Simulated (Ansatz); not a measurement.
# Phonons of HfB2 (P6/mmm) against volume, part 2 of 2

Aim: how do the optical modes of HfB2 (P6/mmm) move with volume?

Ansatz 0.2.0; DFT PBEsol, scalar-relativistic, plane waves, PAW; PAW set soft_1.

So far. Step 3 (Tight relaxation): The forces vanish by symmetry and the pressure is -0.001 GPa, within the tolerances set. The cell now holds 9.73 Å³/atom.

### 4. Modes at rest

Phonons follow from the second derivative of the energy, found here by linear response.

The modes at rest are the reference of the series.

Input file input.yaml:

```yaml
crystal:
  lattice:
    - [3.1271564303, 0.0, 0.0]
    - [-1.5635782151, 2.7081969102, 0.0]
    - [0.0, 0.0, 3.4471990242]
  atoms:
    - { symbol: B, position: [0.3333333333, 0.6666666667, 0.5] }
    - { symbol: B, position: [0.6666666667, 0.3333333333, 0.5] }
    - { symbol: Hf, position: [0.0, 0.0, 0.0] }
kpoints:
  mp_grid: { grid: [15, 15, 12] }
hamiltonian:
  xc: pbesol
  pseudopotentials: { kind: paw, azcp: { folder: soft_1 }, xc_functional: pbe }
scf:
  occupations: { method: methfessel_paxton, width: 0.2 }
output:
  eigenvalues: true
phonons:
  method: dfpt
```

Launch:

```
$ ansatz run input.yaml --threads 4 --pin off --max-ram 10240MiB --backend cpu --events-out ev --progress --plain --runs-dir out
```

Numbers of over 12 decimals in the logs are rounded to 6 here.

Log:

```text
zone centre: on kpoints.mp_grid the ground state, and the responses unless they are solved on pairs of k-points, stand on 448 of the mesh's 2700 k-points, reduced under 4 symmetry operations, with k and −k counted as one. Each operation leaves every solved displacement unchanged or reverses it
[...]
Crystal: 3 atoms, lattice volume = 29.194 Å³
Basis set: ecut = 420 eV, 563 PW (Γ), exchange–correlation on 48×48×48 points (8 copies of the dense FFT grid, shifted against one another)
Bands: 20, of which v1, the nominal top of the filled ones, is band 16 counted from 1 (15 counted from 0)
Symmetry: 24 space group operations
k-points: 448 of 2700 (irreducible under 4 space group operations, time reversal used)
[...]
SCF iter   1: F=—  HF=-15907.975107 eV  |F-HF|=—  |Δ(HF+E_count)|=         —  Δρ=6.48e-2  dr2=1.90e0  ethr=3.10e-3  ⟨swp⟩=4.1  Hψ=34926  notcnv=0
[...]
SCF iter  10: F=-15907.383233 eV  HF=-15907.383233 eV  |F-HF|=3.64e-12  |Δ(HF+E_count)|=  5.46e-12  S|Δr|=    0.00e0  Δρ=1.51e-8  dr2=5.79e-14  ethr=1.00e-12  ⟨swp⟩=5.4  Hψ=40224  notcnv=0
the search or the solves at the SCF's close seem to have found levels that the self-consistency loop had missed (the run counts 3). By its estimate they hold under 1e-12 electrons; where the run keeps them, the occupations were computed again with them
SCF 1 converged in 10 iterations: F = -15907.383233 eV  dr2 = 5.79e-14
[...]
DFPT response loops at Γ: preconditioner auto → Kerker (q_TF=auto, 2.770 Å⁻¹) (partly filled bands, converged f_vac=0.000); β = 1.00, the filter's whole step (`scf.mixing.beta` (0.50) is not read by the response loops under this deck's `scf.mixing.preconditioner`; to damp them name `kerker` or `kerker_dos`, under which they read `scf.mixing.beta`, and type it under 1.00, their step now; both keys bind the ground state too); Broyden in place of MSR1
SCF converged after 10 iterations
[...]
Free energy (F): -15907.383233 eV
[...]
Internal energy: -15907.383642 eV  (E = F + TS)
E sigma→0 (E₀):  -15907.383335 eV
Entropy (-TS):   0.000409 eV (0.136 meV/atom)
Fermi energy:    19.422278 eV
[...]
--- Band table (eV; the first three rows and the last of 448) ---
  k-point 0: bands = [... 12 lower, 16.3324, 16.4234, 16.4234, 16.7511, 23.4497, 23.4497, 24.1758, 24.1758]
  k-point 1: bands = [... 12 lower, 15.4580, 16.4973, 16.4973, 17.5857, 22.5962, 22.5962, 23.9264, 23.9264]
  k-point 2: bands = [... 12 lower, 14.3692, 16.7158, 16.7158, 18.5817, 21.5719, 21.5719, 23.2727, 23.2727]
  k-point 447: bands = [... 12 lower, 12.1089, 14.2656, 14.8962, 16.4465, 23.5188, 24.6219, 24.8703, 26.0812]
--- Phonons (Γ-DFPT): 4 representative perturbations + reference, on 448 of 2700 k-points (Σ response iterations 12) ---
  k mesh reduced under 4 symmetry operations, with k and −k counted as one. Each operation leaves every solved displacement unchanged or reverses it
  ASR residual: 7.042e-6 → 0.000e0 eV/Å²; symmetrization residual: 9.873e-7 eV/Å²
  ASR residual per site (eV/Å²): 7.04e-6 7.04e-6 4.85e-6
  Γ frequencies (cm⁻¹): 0.00 0.00 0.00 450.37 450.37 477.01 559.03 820.70 820.70
  non-analytic LO–TO correction: not included (Born effective charges unavailable; polar crystals: no LO–TO splitting at Γ)
```

Run time: 32 s. Hardware: 4 threads of Arm Neoverse V1, shared host; peak memory 1.1 GiB.

Numbers from this step:

```
sum-rule residual before enforcement                    : 7.04e-6 eV/Å²
point group                                             : 6/mmm
highest optical mode at the zone centre (no LO-TO term) : 820.7 cm⁻¹
lowest optical zone-centre mode                         : 450.4 cm⁻¹
```

Patterns of degenerate modes are one choice out of their space. The modes at Γ (shares of kinetic energy by element, %):

| mode | frequency (cm⁻¹) | symmetry | B % | Hf % |
| --- | --- | --- | --- | --- |
| 1 | 0.0 | acoustic | 11 | 89 |
| 2 | 0.0 | acoustic | 11 | 89 |
| 3 | 0.0 | acoustic | 11 | 89 |
| 4 | 450.4 | E1u | 89 | 11 |
| 5 | 450.4 | E1u | 89 | 11 |
| 6 | 477.0 | A2u | 89 | 11 |
| 7 | 559.0 | B1g | 100 | 0 |
| 8 | 820.7 | E2g | 100 | 0 |
| 9 | 820.7 | E2g | 100 | 0 |

Displacements in mode 4 (450.4 cm⁻¹), the largest set to 1:
```
B1  -0.21  1.00  0.00
B2  -0.21  1.00  0.00
Hf3  0.03 -0.12  0.00
```

Displacements in mode 6 (477.0 cm⁻¹), the largest set to 1:
```
B1   0.00  0.00  1.00
B2   0.00  0.00  1.00
Hf3  0.00  0.00 -0.12
```

Before it was imposed, the acoustic sum rule was missed by 7.0e-6 eV/Å². Small misses are needed for a sound result but don't prove that mesh and cutoff are converged. The lowest optical mode is real, 450 cm⁻¹.

### 5. A member of the series: 1.06 times the volume at rest

The cell is set to 1.06 times the volume at rest, and shape and atoms relax at that volume.

input.yaml, the sections that differ from step 4:

```yaml
crystal:
  lattice:
    - [3.1848865319, 0.0, 0.0]
    - [-1.5924432659, 2.7581926448, 0.0]
    - [0.0, 0.0, 3.5227636625]
  atoms:
    - { symbol: B, position: [0.3333333333, 0.6666666667, 0.5] }
    - { symbol: B, position: [0.6666666667, 0.3333333333, 0.5] }
    - { symbol: Hf, position: [0.0, 0.0, 0.0] }
output:
  forces: true
  stress: true
  eigenvalues: true
relax:
  adjacent_minimum: "off"
  f_tol: 0.001
  max_steps: 60
  cell: { stress_tol: 0.01, fix: [volume] }
# kpoints, hamiltonian, scf: as in step 4
# phonons: removed
```

Log:

```text
[...]
Crystal: 3 atoms, lattice volume = 30.946 Å³
Basis set: ecut = 420 eV, 575 PW (Γ), exchange–correlation on 48×48×48 points (8 copies of the dense FFT grid, shifted against one another)
Bands: 20, of which v1, the nominal top of the filled ones, is band 16 counted from 1 (15 counted from 0)
Symmetry: 24 space group operations
[...]
k-points: 189 of 2700
[...]
--- Relaxed structure (3 steps of the walk, 3 accepted, 1 SCFs on fresh bases) ---
[...]
cell:  # Å, volume = 30.9458 Å³
    - [3.182978, -2.8850191461891796e-11, 0]
    - [-1.591489, 2.756540, 0]
    - [0, 0, 3.526988]
  atoms:
    - { symbol: B, position: [0.333333, 0.666667, 0.500000] }
    - { symbol: B, position: [0.666667, 0.333333, 0.500000] }
    - { symbol: Hf, position: [0, 0, 0] }
[key lines of the parts left out:]
SCF converged after 6 iterations
Free energy (F): -15907.305496 eV
Fermi energy:    18.301471 eV
P = ⅓ Tr σ = -13.5569 GPa (-135.569 kbar)
```

Run time: 7.3 s. Hardware: 4 threads; peak memory 0.46 GiB.

Relaxation path:

| step | energy less that of the first step (eV) | largest force component (eV/Å) | pressure (GPa) | volume (Å³) |
| --- | --- | --- | --- | --- |
| 1 | 0.0000 | 0.0000 | -13.59 | 30.95 |
| 2 | -0.0001 | 0.0000 | -13.54 | 30.95 |
| 3 | -0.0001 | 0.0000 | -13.56 | 30.95 |
| 4* | -0.0001 | 0.0000 | -13.56 | 30.95 |

Relaxation steps marked * repeat the geometry before them on a plane-wave basis chosen anew for their cell, so energy and pressure can jump there.

Forces are held to the 24 operations that the run works with; a distortion that breaks them can't arise in this run.

| conventional cell, symmetrised | before | after | change |
| --- | --- | --- | --- |
| a (Å) | 3.185 | 3.183 | -0.1 % |
| b (Å) | 3.185 | 3.183 | -0.1 % |
| c (Å) | 3.523 | 3.527 | +0.1 % |
| volume (Å³/atom) | 10.32 | 10.32 | +0.0 % |

Final coordinates:

```cif
data_structure
_symmetry_space_group_name_H-M 'P 1'
_symmetry_Int_Tables_number 1
_cell_length_a 3.1830
_cell_length_b 3.1830
_cell_length_c 3.5270
_cell_angle_alpha 90.000
_cell_angle_beta 90.000
_cell_angle_gamma 120.000
_cell_volume 30.95
loop_
_atom_site_label
_atom_site_type_symbol
_atom_site_fract_x
_atom_site_fract_y
_atom_site_fract_z
_atom_site_occupancy
B1 B 0.33333 0.66667 0.50000 1
B2 B 0.66667 0.33333 0.50000 1
Hf3 Hf 0.00000 0.00000 0.00000 1
```

This step gave:

```yaml
pressure: -13.56 GPa
volume_per_atom: 10.32 Å³
```

The forces vanish by symmetry, at a pressure of -13.56 GPa.

### 6. Modes of this member: 1.06 times the volume at rest

The zone-centre modes follow for 1.06 times the volume at rest.

input.yaml, the sections that differ from step 5:

```yaml
crystal:
  lattice:
    - [3.1829784966, 0.0, 0.0]
    - [-1.5914892483, 2.7565402378, 0.0]
    - [0.0, 0.0, 3.5269883671]
  atoms:
    - { symbol: B, position: [0.3333333333, 0.6666666667, 0.5] }
    - { symbol: B, position: [0.6666666667, 0.3333333333, 0.5] }
    - { symbol: Hf, position: [0.0, 0.0, 0.0] }
output:
  eigenvalues: true
phonons:
  method: dfpt
# kpoints, hamiltonian, scf: as in step 5
# relax: removed
```

Log:

```text
[...]
Crystal: 3 atoms, lattice volume = 30.946 Å³
Basis set: ecut = 420 eV, 575 PW (Γ), exchange–correlation on 48×48×48 points (8 copies of the dense FFT grid, shifted against one another)
Bands: 20, of which v1, the nominal top of the filled ones, is band 16 counted from 1 (15 counted from 0)
Symmetry: 24 space group operations
k-points: 448 of 2700 (irreducible under 4 space group operations, time reversal used)
[...]
SCF iter   1: F=—  HF=-15907.840280 eV  |F-HF|=—  |Δ(HF+E_count)|=         —  Δρ=5.99e-2  dr2=1.75e0  ethr=3.10e-3  ⟨swp⟩=4.5  Hψ=35524  notcnv=0
[...]
SCF iter  10: F=-15907.305496 eV  HF=-15907.305496 eV  |F-HF|=1.64e-11  |Δ(HF+E_count)|=  1.82e-12  S|Δr|=    0.00e0  Δρ=4.16e-8  dr2=3.16e-13  ethr=1.00e-12  ⟨swp⟩=6.5  Hψ=47502  notcnv=0
SCF 1 converged in 10 iterations: F = -15907.305496 eV  dr2 = 3.16e-13
[...]
SCF converged after 10 iterations
[...]
Free energy (F): -15907.305496 eV
[...]
Internal energy: -15907.305971 eV  (E = F + TS)
E sigma→0 (E₀):  -15907.305615 eV
Entropy (-TS):   0.000475 eV (0.158 meV/atom)
Fermi energy:    18.301471 eV
[...]
--- Band table (eV; the first three rows and the last of 448) ---
  k-point 0: bands = [... 12 lower, 15.3398, 15.4689, 15.4689, 15.5673, 22.0587, 22.0587, 22.7106, 22.7106]
  k-point 1: bands = [... 12 lower, 14.3954, 15.5379, 15.5379, 16.4686, 21.3023, 21.3023, 22.4846, 22.4846]
  k-point 2: bands = [... 12 lower, 13.3158, 15.7421, 15.7421, 17.4439, 20.3574, 20.3574, 21.8881, 21.8881]
  k-point 447: bands = [... 12 lower, 11.1941, 13.2751, 13.8175, 15.4348, 22.0619, 23.1227, 23.3587, 24.5525]
[...]
ASR residual: 9.394e-6 → 0.000e0 eV/Å²; symmetrization residual: 6.955e-7 eV/Å²
  ASR residual per site (eV/Å²): 9.39e-6 9.39e-6 6.41e-6
  Γ frequencies (cm⁻¹): 0.00 0.00 0.00 413.77 413.77 425.61 518.55 758.37 758.37
[...]
```

Wall time 33 s (4 threads); peak memory 1.2 GiB; 2 min of CPU time.

Numbers from this step:

| Property | Result |
| --- | --- |
| sum-rule residual before enforcement | 9.39e-6 eV/Å² |
| highest optical mode at the zone centre (no LO-TO term) | 758.4 cm⁻¹ |
| lowest optical zone-centre mode | 413.8 cm⁻¹ |

Patterns of degenerate modes are one choice out of their space. The modes at Γ (shares of kinetic energy by element, %):

| mode | frequency (cm⁻¹) | symmetry | B % | Hf % |
| --- | --- | --- | --- | --- |
| 1 | 0.0 | acoustic | 11 | 89 |
| 2 | 0.0 | acoustic | 11 | 89 |
| 3 | 0.0 | acoustic | 11 | 89 |
| 4 | 413.8 | E1u | 89 | 11 |
| 5 | 413.8 | E1u | 89 | 11 |
| 6 | 425.6 | A2u | 89 | 11 |
| 7 | 518.5 | B1g | 100 | 0 |
| 8 | 758.4 | E2g | 100 | 0 |
| 9 | 758.4 | E2g | 100 | 0 |

The lowest optical mode is real, 414 cm⁻¹, and the highest lies at 758.4 cm⁻¹.

For the highest optical mode at the zone centre (no LO-TO term), step 4 gave 821 cm⁻¹; this run, with volume ratio 1.06, gives 758 cm⁻¹ (-8 %).

### 7. Relaxation of a member: 0.9 times the volume at rest

The cell is set to 0.9 times the volume at rest, and shape and atoms relax at that volume.

input.yaml, the sections that differ from step 6:

```yaml
crystal:
  lattice:
    - [3.0253632041, 0.0, 0.0]
    - [-1.5126816021, 2.6200413904, 0.0]
    - [0.0, 0.0, 3.3147672529]
  atoms:
    - { symbol: B, position: [0.3333333333, 0.6666666667, 0.5] }
    - { symbol: B, position: [0.6666666667, 0.3333333333, 0.5] }
    - { symbol: Hf, position: [0.0, 0.0, 0.0] }
output:
  forces: true
  stress: true
  eigenvalues: true
relax:
  adjacent_minimum: "off"
  f_tol: 0.001
  max_steps: 60
  cell: { stress_tol: 0.01, fix: [volume] }
# kpoints, hamiltonian, scf: as in step 6
# phonons: removed
```

Log:

```text
[...]
Crystal: 3 atoms, lattice volume = 26.275 Å³
Basis set: ecut = 420 eV, 527 PW (Γ), exchange–correlation on 48×48×48 points (8 copies of the dense FFT grid, shifted against one another)
Bands: 20, of which v1, the nominal top of the filled ones, is band 16 counted from 1 (15 counted from 0)
Symmetry: 24 space group operations
[...]
k-points: 189 of 2700
[...]
k-point 188: bands = [... 12 lower, 11.9607, 15.9766, 18.3339, 18.3339, 27.0590, 27.7811, 29.8125, 29.8125]
--- Relaxed structure (3 steps of the walk, 3 accepted, 1 SCFs on fresh bases) ---
[...]
cell:  # Å, volume = 26.2748 Å³
    - [3.026726, 2.8880382044471733e-11, 0]
    - [-1.513363, 2.621222, 0]
    - [0, 0, 3.311782]
  atoms:
    - { symbol: B, position: [0.333333, 0.666667, 0.5] }
    - { symbol: B, position: [0.666667, 0.333333, 0.5] }
    - { symbol: Hf, position: [0, 0, 0] }
[key lines of the parts left out:]
SCF converged after 5 iterations
Free energy (F): -15907.101410 eV
Fermi energy:    21.576592 eV
P = ⅓ Tr σ = 33.7073 GPa (337.073 kbar)
```

The job ended after 7.1 s (4 threads; peak memory 0.44 GiB; 26 s of CPU time).

Little changed from the start: no atom moved by 0.005 Å and no cell edge by 0.1 %.

This step gave:

```
pressure        : 33.71 GPa
volume per atom : 8.758 Å³
```

The forces vanish by symmetry, at a pressure of 33.71 GPa.

### 8. Modes of this member: 0.9 times the volume at rest

The zone-centre modes follow for 0.9 times the volume at rest.

input.yaml, the sections that differ from step 7:

```yaml
crystal:
  lattice:
    - [3.0267262055, 0.0, 0.0]
    - [-1.5133631028, 2.6212217843, 0.0]
    - [0.0, 0.0, 3.3117824998]
  atoms:
    - { symbol: B, position: [0.3333333333, 0.6666666667, 0.5] }
    - { symbol: B, position: [0.6666666667, 0.3333333333, 0.5] }
    - { symbol: Hf, position: [0.0, 0.0, 0.0] }
output:
  eigenvalues: true
phonons:
  method: dfpt
# kpoints, hamiltonian, scf: as in step 7
# relax: removed
```

Log:

```text
[...]
Crystal: 3 atoms, lattice volume = 26.275 Å³
Basis set: ecut = 420 eV, 527 PW (Γ), exchange–correlation on 48×48×48 points (8 copies of the dense FFT grid, shifted against one another)
Bands: 20, of which v1, the nominal top of the filled ones, is band 16 counted from 1 (15 counted from 0)
Symmetry: 24 space group operations
k-points: 448 of 2700 (irreducible under 4 space group operations, time reversal used)
[...]
k-point 2: bands = [... 12 lower, 16.4156, 18.6038, 18.6038, 20.7752, 23.9207, 23.9207, 25.9262, 25.9262]
  k-point 447: bands = [... 12 lower, 13.8906, 16.2302, 17.0207, 18.4285, 26.3042, 27.5151, 27.8032, 28.9840]
[...]
ASR residual: 2.471e-5 → 0.000e0 eV/Å²; symmetrization residual: 8.539e-7 eV/Å²
  ASR residual per site (eV/Å²): 7.63e-6 7.63e-6 2.47e-5
  Γ frequencies (cm⁻¹): 0.00 0.00 0.00 518.96 518.96 572.36 633.24 939.17 939.17
[...]
[key lines of the parts left out:]
SCF converged after 10 iterations
Free energy (F): -15907.101410 eV
Fermi energy:    21.576592 eV
```

Elapsed: 33 s, on 4 threads; peak memory 1.1 GiB; 2 min of CPU time.

This step gave:

| Property | Result |
| --- | --- |
| sum-rule residual before enforcement | 2.47e-5 eV/Å² |
| highest optical mode at the zone centre (no LO-TO term) | 939.2 cm⁻¹ |
| lowest optical zone-centre mode | 519.0 cm⁻¹ |

Patterns of degenerate modes are one choice out of their space. The modes at Γ (shares of kinetic energy by element, %):

| mode | frequency (cm⁻¹) | symmetry | B % | Hf % |
| --- | --- | --- | --- | --- |
| 1 | 0.0 | acoustic | 11 | 89 |
| 2 | 0.0 | acoustic | 11 | 89 |
| 3 | 0.0 | acoustic | 11 | 89 |
| 4 | 519.0 | E1u | 89 | 11 |
| 5 | 519.0 | E1u | 89 | 11 |
| 6 | 572.4 | A2u | 89 | 11 |
| 7 | 633.2 | B1g | 100 | 0 |
| 8 | 939.2 | E2g | 100 | 0 |
| 9 | 939.2 | E2g | 100 | 0 |

Displacements in mode 5 (519.0 cm⁻¹), the largest set to 1:
```
B1   0.54  1.00  0.00
B2   0.54  1.00  0.00
Hf3 -0.06 -0.12  0.00
```

Displacements in mode 9 (939.2 cm⁻¹), the largest set to 1:
```
B1   0.00  1.00  0.00
B2   0.00 -1.00  0.00
Hf3  0.00  0.00  0.00
```

The lowest optical mode is real, 519 cm⁻¹, and the highest lies at 939.2 cm⁻¹.

Between step 4 and this run (volume ratio 0.9) the value for the highest optical mode at the zone centre (no LO-TO term) moves from 821 cm⁻¹ to 939 cm⁻¹ (+14 %).

### 9. All members side by side

The members are set side by side, also those not shown above.

Each row is one cell with its response, relaxed at fixed volume as far as symmetry leaves anything free; energies are extrapolated to zero smearing, and E0 is that at rest; shape and atoms are relaxed in each cell where symmetry leaves them free; all runs use 15×15×12 k points and Methfessel-Paxton smearing of 0.2 eV. State of the crystal along the series:

| volume ratio | V (Å³/atom) | pressure (GPa) | E - E0 (meV/atom) | first cell vector (Å) | third cell vector (Å) |
| --- | --- | --- | --- | --- | --- |
| 0.9 | 8.758 | 33.71 | 93.95 | 3.027 | 3.312 |
| 0.92 | 8.953 | 25.56 | 58.03 | 3.048 | 3.339 |
| 0.94 | 9.148 | 18.19 | 31.52 | 3.068 | 3.366 |
| 0.96 | 9.342 | 11.52 | 13.54 | 3.088 | 3.393 |
| 0.98 | 9.537 | 5.478 | 3.276 | 3.108 | 3.42 |
| 0.99 | 9.634 | 2.671 | 0.8093 | 3.118 | 3.434 |
| 1 | 9.731 | -5.66e-4 | 0 | 3.127 | 3.447 |
| 1.02 | 9.926 | -4.968 | 3.067 | 3.146 | 3.474 |
| 1.04 | 10.12 | -9.473 | 11.88 | 3.165 | 3.501 |
| 1.06 | 10.31 | -13.56 | 25.91 | 3.183 | 3.527 |

Each mode is tracked from rest by its pattern, and modes that stay within 0.3 cm⁻¹ of each other stand once; shape and atoms are relaxed in each cell where symmetry leaves them free; all runs use 15×15×12 k points and Methfessel-Paxton smearing of 0.2 eV. Optical modes along the series:

| V (Å³/atom) | mode 4 E1u (cm⁻¹) | mode 6 A2u (cm⁻¹) | mode 7 B1g (cm⁻¹) | mode 8 E2g (cm⁻¹) |
| --- | --- | --- | --- | --- |
| 8.758 | 519 | 572.4 | 633.2 | 939.2 |
| 8.953 | 504.4 | 552.2 | 617.7 | 913.8 |
| 9.148 | 490.3 | 532.5 | 602.5 | 889.3 |
| 9.342 | 476.6 | 513.5 | 587.6 | 865.7 |
| 9.537 | 463.3 | 495 | 573.1 | 842.8 |
| 9.634 | 456.8 | 486 | 566 | 831.6 |
| 9.731 | 450.4 | 477 | 559 | 820.7 |
| 9.926 | 437.8 | 459.5 | 545.2 | 799.2 |
| 10.12 | 425.6 | 442.4 | 531.7 | 778.5 |
| 10.31 | 413.8 | 425.6 | 518.5 | 758.4 |

From cubic fits (parabolas where under five rows exist) of ln ω and P against ln V through the rows within about 4 % of rest: γ = −d ln ω / d ln V and dω/dP = γ ω / B. Slopes at rest:

| mode | fitted frequency at rest (cm⁻¹) | Grüneisen parameter γ | dω/dP (cm⁻¹/GPa) |
| --- | --- | --- | --- |
| mode 4 E1u | 450.4 | 1.41 | 2.44 |
| mode 6 A2u | 477 | 1.86 | 3.41 |
| mode 7 B1g | 559 | 1.25 | 2.68 |
| mode 8 E2g | 820.7 | 1.33 | 4.17 |

### 10. Results

* members: 10
* highest optical mode at the zone centre (no LO-TO term), at rest: 820.7 cm⁻¹
* bulk modulus at rest: 261 GPa
* mode 4 E1u, γ: 1.41
* mode 6 A2u, γ: 1.86
* mode 7 B1g, γ: 1.25
* mode 8 E2g, γ: 1.33

**Reading.** The series spans -13.6 to 33.7 GPa, and the slope at rest gives a bulk modulus of 261 GPa. Among the modes in the table of slopes γ runs from 1.25 (mode 7 B1g) to 1.86 (mode 6 A2u). One k mesh and one cutoff serve the ground states and modes of all volumes. These are harmonic frequencies at zero temperature: anharmonic shifts, linewidths and thermal expansion are left out. Spin-orbit coupling is left out, which can matter for the heavy elements here. With no gap, or one that is small against the smearing, the frequencies hang on the k mesh and the smearing, most of all near Kohn anomalies. The PAW files were made for PBE; the program adapts parts of them to the functional of the run, but their partial waves stay those of PBE, an approximation that was not tested in this session. Only the zone centre was solved, so an instability at another wavevector cannot show here.

[Logs are printed without paths, hosts, clocks, repeated set-up lines and the standing remarks that a program may print on its own settings, such as how far it seeks lower states.]

[Hosts, paths, dates, database ids (printed as entryN), source tags and the programs' standing remarks are cut or masked in the printed files.]
